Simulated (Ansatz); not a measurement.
# Preparing Mg3MoN4 (Pmn2_1) as a host crystal, part 4 of 4

Before any defect goes in: Mg3MoN4 (Pmn2_1) at rest, and how it screens a charge.

Ansatz 0.2.0; plane-wave PAW DFT, PBE; relaxation of the host's cell and atoms; PAW set soft_1 (the session's first sound run).

So far. Step 3 (Dielectric tensors of the host): The principal values of the electronic dielectric tensor are 5.03, 5.29 and 5.43. The principal values of the static dielectric tensor are 9.29, 10.26 and 11.73.

### 7. Defect free supercell relaxed from displaced atoms

This step: plane-wave PAW DFT, PBE; relaxation of the defect-free supercell from random displacements, a test of the host's stability; PAW set soft_1 (Ansatz 0.2.0).

The input, pristine.rattled/input.yaml:

```yaml
crystal:
  lattice:
    - [0.0, 5.8504842162, 5.2815874786]
    - [6.7655206539, 0.0, 5.2815874786]
    - [6.7655206539, 5.8504842162, 0.0]
  atoms:
    - { symbol: Mg, position: [0.3872213007, 0.4701547659, 0.7821195045] }
    - { symbol: Mg, position: [0.8872213007, 0.9701547659, 0.2821195045] }
    - { symbol: Mg, position: [0.1394955711, 0.7178804955, 0.0298452341] }
    - { symbol: Mg, position: [0.6394955711, 0.2178804955, 0.5298452341] }
    - { symbol: Mg, position: [0.4701547659, 0.8872213007, 0.3605044289] }
    - { symbol: Mg, position: [0.9701547659, 0.3872213007, 0.8605044289] }
    - { symbol: Mg, position: [0.2178804955, 0.1394955711, 0.6127786993] }
    - { symbol: Mg, position: [0.7178804955, 0.6394955711, 0.1127786993] }
    - { symbol: Mg, position: [0.2593442541, 0.598897799, 0.401102201] }
    - { symbol: Mg, position: [0.7593442541, 0.098897799, 0.901102201] }
    - { symbol: Mg, position: [0.098897799, 0.2593442541, 0.2406557459] }
    - { symbol: Mg, position: [0.598897799, 0.7593442541, 0.7406557459] }
    - { symbol: Mo, position: [0.3391468285, 0.010134839, 0.989865161] }
    - { symbol: Mo, position: [0.8391468285, 0.510134839, 0.489865161] }
    - { symbol: Mo, position: [0.010134839, 0.8391468285, 0.6608531715] }
    - { symbol: Mo, position: [0.510134839, 0.3391468285, 0.1608531715] }
    - { symbol: "N", position: [0.0451190207, 0.4107880081, 0.5892119919] }
    - { symbol: "N", position: [0.5451190207, 0.9107880081, 0.0892119919] }
    - { symbol: "N", position: [0.4107880081, 0.5451190207, 0.9548809793] }
    - { symbol: "N", position: [0.9107880081, 0.0451190207, 0.4548809793] }
    - { symbol: "N", position: [0.1623074364, 0.8360250112, 0.1639749888] }
    - { symbol: "N", position: [0.6623074364, 0.3360250112, 0.6639749888] }
    - { symbol: "N", position: [0.3360250112, 0.1623074364, 0.3376925636] }
    - { symbol: "N", position: [0.8360250112, 0.6623074364, 0.8376925636] }
    - { symbol: "N", position: [0.4321649046, 0.0243874253, 0.7453081849] }
    - { symbol: "N", position: [0.9321649046, 0.5243874253, 0.2453081849] }
    - { symbol: "N", position: [0.2018605147, 0.2546918151, 0.9756125747] }
    - { symbol: "N", position: [0.7018605147, 0.7546918151, 0.4756125747] }
    - { symbol: "N", position: [0.0243874253, 0.9321649046, 0.7981394853] }
    - { symbol: "N", position: [0.5243874253, 0.4321649046, 0.2981394853] }
    - { symbol: "N", position: [0.2546918151, 0.7018605147, 0.5678350954] }
    - { symbol: "N", position: [0.7546918151, 0.2018605147, 0.0678350954] }
basis:
  ecutwfc: 420
  xc_grid: 2
hamiltonian:
  xc: pbe
  pseudopotentials: { kind: paw, azcp: { folder: soft_1 } }
kpoints:
  mp_grid: { grid: [1, 1, 1], shift: [0.25, 0.25, 0.25] }
scf:
  occupations: { method: fermi_dirac, width: 0.01 }
  max_iter: 80
output:
  forces: true
relax:
  f_tol: 0.01
  max_steps: 120
  random_displacement: { amplitude: 0.08, seed: 135 }
checkpoint:
  write: "../pristine.rattled.run"
  compress: false
  write_wavefunctions: false
  write_every: 100000
```

Started as:

```
$ ansatz run input.yaml --threads 4 --pin off --max-ram 15073MiB --backend cpu --events-out ev --progress --plain --runs-dir out
```

Numbers of over 12 decimals in the logs are rounded to 6 here.

The log of the run:

```text
[...]
Crystal: 32 atoms, lattice volume = 418.107 Å³
Basis set: ecut = 420 eV, 8169 PW (Γ), exchange–correlation on 108×120×120 points (8 copies of the dense FFT grid, shifted against one another)
Bands: 160, of which v1, the nominal top of the filled ones, is band 128 counted from 1 (127 counted from 0)
Symmetry: 1 space group operations
k-points: 1
[...]
SCF iter   1: F=—  HF=-49110.144647 eV  |F-HF|=—  |Δ(HF+E_count)|=         —  Δρ=1.50e-1  dr2=1.51e2  ethr=3.10e-3  ⟨swp⟩=6.0  Hψ=646  notcnv=0  defer=1
[...]
SCF iter  10: F=-49078.160207 eV  HF=-49078.160208 eV  |F-HF|=1.38e-6  |Δ(HF+E_count)|=   4.43e-6  Δρ=1.57e-5  dr2=1.83e-6  ethr=9.77e-10  ⟨swp⟩=3.0  Hψ=596  notcnv=0
SCF 1 converged in 10 iterations: F = -49078.160207 eV  dr2 = 1.83e-6
[...]
relax step   1: F+E_penalty+E_count = -49078.16020705 eV  Δ(F+E_penalty+E_count) = +0.000e0 eV  max|allowed force component| = 5.028e0 eV/Å  Δτ_max = 0.0000 Å  (10 SCF iters, dr2 threshold 2.50e-6 eV, accepted)
[...]
relax step   2: F+E_penalty+E_count = -49079.43712294 eV  Δ(F+E_penalty+E_count) = -1.277e0 eV  max|allowed force component| = 7.735e-1 eV/Å  Δτ_max = 0.1440 Å  (6 SCF iters, dr2 threshold 1.00e-4 eV, accepted)
relax step   3: F+E_penalty+E_count = -49079.75136148 eV  Δ(F+E_penalty+E_count) = -3.142e-1 eV  max|allowed force component| = 8.848e-2 eV/Å  Δτ_max = 0.1035 Å  (7 SCF iters, dr2 threshold 3.74e-5 eV, accepted)
relax step   4: F+E_penalty+E_count = -49079.73402942 eV  Δ(F+E_penalty+E_count) = +1.733e-2 eV  max|allowed force component| = 2.017e-1 eV/Å  Δτ_max = 0.0275 Å  (7 SCF iters, dr2 threshold 4.89e-7 eV, rejected (line search))
relax step   5: F+E_penalty+E_count = -49079.75514930 eV  Δ(F+E_penalty+E_count) = -3.788e-3 eV  max|allowed force component| = 2.120e-2 eV/Å  Δτ_max = 0.0108 Å  (8 SCF iters, accepted)
relax step   6: F+E_penalty+E_count = -49079.75523796 eV  Δ(F+E_penalty+E_count) = -8.866e-5 eV  max|allowed force component| = 1.724e-2 eV/Å  Δτ_max = 0.0058 Å  (6 SCF iters, accepted)
relax step   7: F+E_penalty+E_count = -49079.75369031 eV  Δ(F+E_penalty+E_count) = +1.548e-3 eV  max|allowed force component| = 5.598e-2 eV/Å  Δτ_max = 0.0094 Å  (7 SCF iters, rejected (line search))
SCF iter   1: F=—  HF=-49079.755170 eV  |F-HF|=—  |Δ(HF+E_count)|=         —  Δρ=5.41e-4  dr2=1.18e-3  ethr=4.42e-6  ⟨swp⟩=3.0  Hψ=274  notcnv=0  defer=23
[...]
SCF iter   7: F=-49079.755425 eV  HF=-49079.755425 eV  |F-HF|=3.03e-9  |Δ(HF+E_count)|=   8.27e-9  Δρ=1.70e-6  dr2=1.39e-8  ethr=3.91e-11  ⟨swp⟩=4.0  Hψ=463  notcnv=0
SCF 8 converged in 7 iterations: F = -49079.755425 eV  dr2 = 1.39e-8
relax step   8: F+E_penalty+E_count = -49079.75542509 eV  Δ(F+E_penalty+E_count) = -1.871e-4 eV  max|allowed force component| = 2.907e-3 eV/Å  Δτ_max = 0.0025 Å  (7 SCF iters, accepted)
SCF converged after 7 iterations
Free energy (F): -49079.755425 eV
[...]
Internal energy: -49079.755425 eV  (E = F + TS)
E sigma→0 (E₀):  -49079.755425 eV
Fermi energy:    8.711585 eV
[...]
--- Forces (eV/Å), atoms counted from 1 ---
  atom   1  Mg    -0.00064837     0.00014091     0.00051158
  atom   2  Mg     0.00053807    -0.00024896    -0.00004645
  atom   3  Mg     0.00083949    -0.00004250     0.00121178
  atom   4  Mg    -0.00033850    -0.00075458     0.00066249
  atom   5  Mg     0.00032647     0.00052832    -0.00003678
  atom   6  Mg     0.00070698    -0.00063536    -0.00096358
  atom   7  Mg     0.00037252     0.00091517     0.00010965
  atom   8  Mg    -0.00068717    -0.00075442    -0.00206691
  atom   9  Mg     0.00047861     0.00016779    -0.00037033
  atom  10  Mg    -0.00047536    -0.00009016    -0.00045519
  atom  11  Mg     0.00007263    -0.00009507    -0.00018709
  atom  12  Mg    -0.00013588    -0.00058549    -0.00037655
  atom  13  Mo    -0.00224550     0.00155110     0.00197511
  atom  14  Mo     0.00207831     0.00256859    -0.00005091
  atom  15  Mo     0.00170585    -0.00290770    -0.00289388
  atom  16  Mo     0.00020054     0.00267453    -0.00191811
  atom  17  N     -0.00062018    -0.00109884    -0.00004554
  atom  18  N     -0.00043730    -0.00107656     0.00031698
  atom  19  N      0.00002772    -0.00077259     0.00060800
  atom  20  N     -0.00013003     0.00110647    -0.00011086
  atom  21  N     -0.00037274    -0.00073095    -0.00022001
  atom  22  N      0.00069710    -0.00012260     0.00111628
  atom  23  N     -0.00058621    -0.00119410     0.00025935
  atom  24  N      0.00009814     0.00030661     0.00033240
  atom  25  N      0.00036468     0.00057877    -0.00055835
  atom  26  N      0.00042458    -0.00085499    -0.00050108
  atom  27  N     -0.00118793    -0.00047114    -0.00029191
  atom  28  N      0.00071994     0.00016363    -0.00035224
  atom  29  N      0.00096644     0.00043650     0.00122534
  atom  30  N      0.00071032     0.00057416     0.00063799
  atom  31  N     -0.00254457     0.00079857     0.00133912
  atom  32  N     -0.00088891    -0.00010747     0.00114350
  max |Σ_I F_I| component: 3.24e-5 eV/Å
--- Relaxed structure (8 steps of the walk, 6 accepted, 0 SCFs on fresh bases) ---
  F+E_penalty+E_count = -49079.75542509 eV   max|allowed force component| = 2.907e-3 eV/Å
  atoms:
    - { symbol: Mg, position: [0.389785, 0.470514, 0.780231] }
    - { symbol: Mg, position: [0.889794, 0.970511, 0.280218] }
    - { symbol: Mg, position: [0.142103, 0.718653, 0.027289] }
    - { symbol: Mg, position: [0.642077, 0.218658, 0.527296] }
    - { symbol: Mg, position: [0.471510, 0.887795, 0.358135] }
    - { symbol: Mg, position: [0.971540, 0.387788, 0.858131] }
    - { symbol: Mg, position: [0.219175, 0.140824, 0.609396] }
    - { symbol: Mg, position: [0.719252, 0.640871, 0.109358] }
    - { symbol: Mg, position: [0.261284, 0.598859, 0.399346] }
    - { symbol: Mg, position: [0.761256, 0.098887, 0.899356] }
    - { symbol: Mg, position: [0.100131, 0.261033, 0.237694] }
    - { symbol: Mg, position: [0.600133, 0.761059, 0.737664] }
    - { symbol: Mo, position: [0.340305, 0.011557, 0.987307] }
    - { symbol: Mo, position: [0.840331, 0.511541, 0.487277] }
    - { symbol: Mo, position: [0.012667, 0.838942, 0.658886] }
    - { symbol: Mo, position: [0.512662, 0.338964, 0.158875] }
    - { symbol: N, position: [0.046163, 0.412909, 0.586131] }
    - { symbol: N, position: [0.546156, 0.912917, 0.086135] }
    - { symbol: N, position: [0.415202, 0.546627, 0.952245] }
    - { symbol: N, position: [0.915189, 0.046621, 0.452258] }
    - { symbol: N, position: [0.165265, 0.836062, 0.161845] }
    - { symbol: N, position: [0.665261, 0.336061, 0.661822] }
    - { symbol: N, position: [0.337369, 0.163036, 0.334063] }
    - { symbol: N, position: [0.837362, 0.663036, 0.834035] }
    - { symbol: N, position: [0.432850, 0.025933, 0.742648] }
    - { symbol: N, position: [0.932914, 0.525906, 0.242629] }
    - { symbol: N, position: [0.203275, 0.256092, 0.973436] }
    - { symbol: N, position: [0.703295, 0.756078, 0.473389] }
    - { symbol: N, position: [0.026882, 0.932786, 0.795429] }
    - { symbol: N, position: [0.526927, 0.432829, 0.295370] }
    - { symbol: N, position: [0.256234, 0.700774, 0.566408] }
    - { symbol: N, position: [0.756238, 0.200781, 0.066400] }
```

Run time: 19 s. Hardware: 4 threads of Arm Neoverse V1, shared host; peak memory 0.71 GiB.

The steps of the relaxation:

```csv
step,energy less that of the first step (eV),largest force component (eV/Å)
1,0.0000,5.0281
2,-1.2769,0.7735
3,-1.5912,0.0885
4,-1.5738,0.2017
5,-1.5949,0.0212
6,-1.5950,0.0172
7,-1.5935,0.0560
8,-1.5952,0.0029
```

Relaxation steps 4, 7 were tried and not accepted.

The atoms that moved most (Å, from the sites as typed, ahead of the random displacement, the mean shift of all atoms taken out):

| atom | dx | dy | dz | length |
| --- | --- | --- | --- | --- |
| N19 | 0.004 | 0.014 | 0.017 | 0.022 |
| N20 | 0.004 | 0.014 | 0.017 | 0.022 |
| N31 | -0.006 | 0.004 | -0.012 | 0.014 |
| N32 | -0.006 | 0.004 | -0.012 | 0.014 |
| N24 | -0.008 | -0.010 | -0.003 | 0.014 |
| N23 | -0.008 | -0.010 | -0.003 | 0.013 |
| N18 | 0.005 | -0.009 | 0.002 | 0.010 |
| N17 | 0.005 | -0.008 | 0.002 | 0.010 |

The relaxed structure:

```xyz
32
Lattice="0.0000 5.8505 5.2816 6.7655 0.0000 5.2816 6.7655 5.8505 0.0000" Properties=species:S:1:pos:R:3 pbc="T T T"
Mg    8.4619    6.8452    4.5437
Mg    8.4618    6.8451    9.8254
Mg    5.0467    0.9910    4.5462
Mg    5.0468    6.8414    4.5460
Mg    8.4294    4.8538    7.1793
Mg    8.4293   10.7045    7.1794
Mg    5.0756    4.8475    1.9014
Mg    5.0757    4.8478    7.1836
Mg    6.7534    3.8650    4.5429
Mg    6.7536    9.7154    4.5429
Mg    3.3741    1.9764    1.9075
Mg   10.1396    7.8268    7.1893
Mo    6.7578    7.7672    1.8584
Mo    6.7575    7.7672    7.1400
Mo   10.1336    3.9289    4.4978
Mo    3.3681    3.9288    4.4979
N     6.7590    3.6992    2.4246
N     6.7591    3.6992    7.7062
N    10.1406    8.0002    5.0800
N     3.3752    8.0002    5.0799
N     6.7514    1.9138    5.2886
N     6.7512    7.7641    5.2886
N     3.3631    3.9282    2.6429
N    10.1285    9.7785    7.9245
N     5.1999    6.8772    2.4231
N     5.1995    6.8775    7.7049
N     8.3184    6.8843    2.4262
N     8.3180    6.8842    7.7078
N    11.6923    4.8109    5.0686
N     4.9266    4.8108    5.0690
N     8.5731    4.8129    5.0545
N     1.8076    4.8128    5.0546
```

The relaxation ends 50 meV an atom lower than the displaced start, with a largest force component of 0.0029 eV/Å.

### 8. Results

```
primitive cell vectors, lengths                                      : 6.766, 5.850, 5.282 Å
electronic dielectric constant                                       : principal values (5.03, 5.29, 5.43)
static dielectric constant                                           : principal values (9.29, 10.26, 11.73)
gap on the k-mesh of the response run (PBE)                          : 3.06 eV
supercell relaxed in its symmetry less the displaced and relaxed one : 0.000 eV
energy an atom at one point at (¼, ¼, ¼) less that on the dense mesh : 0.007 eV
```

Step 6: From the first step to the last the energy fell by 0.009 eV, and the largest move was 0.022 Å (N19 and 1 other atom alike). Step 7: The energy fell by 1.595 eV from the randomly displaced start; against the sites as typed, N19 ends farthest off, by 0.02 Å, once the mean shift is taken out. The displaced cell ends within 0.01 eV of the symmetric one relaxed in its symmetry, so no lower structure shows in this supercell. The k-mesh can miss the band edges, so this gap is an upper bound at this level. All at zero temperature.

[Logs are printed without paths, hosts, clocks, repeated set-up lines and the standing remarks that a program may print on its own settings, such as how far it seeks lower states.]

[Hosts, paths, dates, database ids (printed as entryN), source tags and the programs' standing remarks are cut or masked in the printed files.]

[Runs of the host that timed out are not shown.]

[For some hosts the program warned that the k-mesh of the response run may be too coarse for force constants and the static dielectric constant; such warnings are not always shown.]
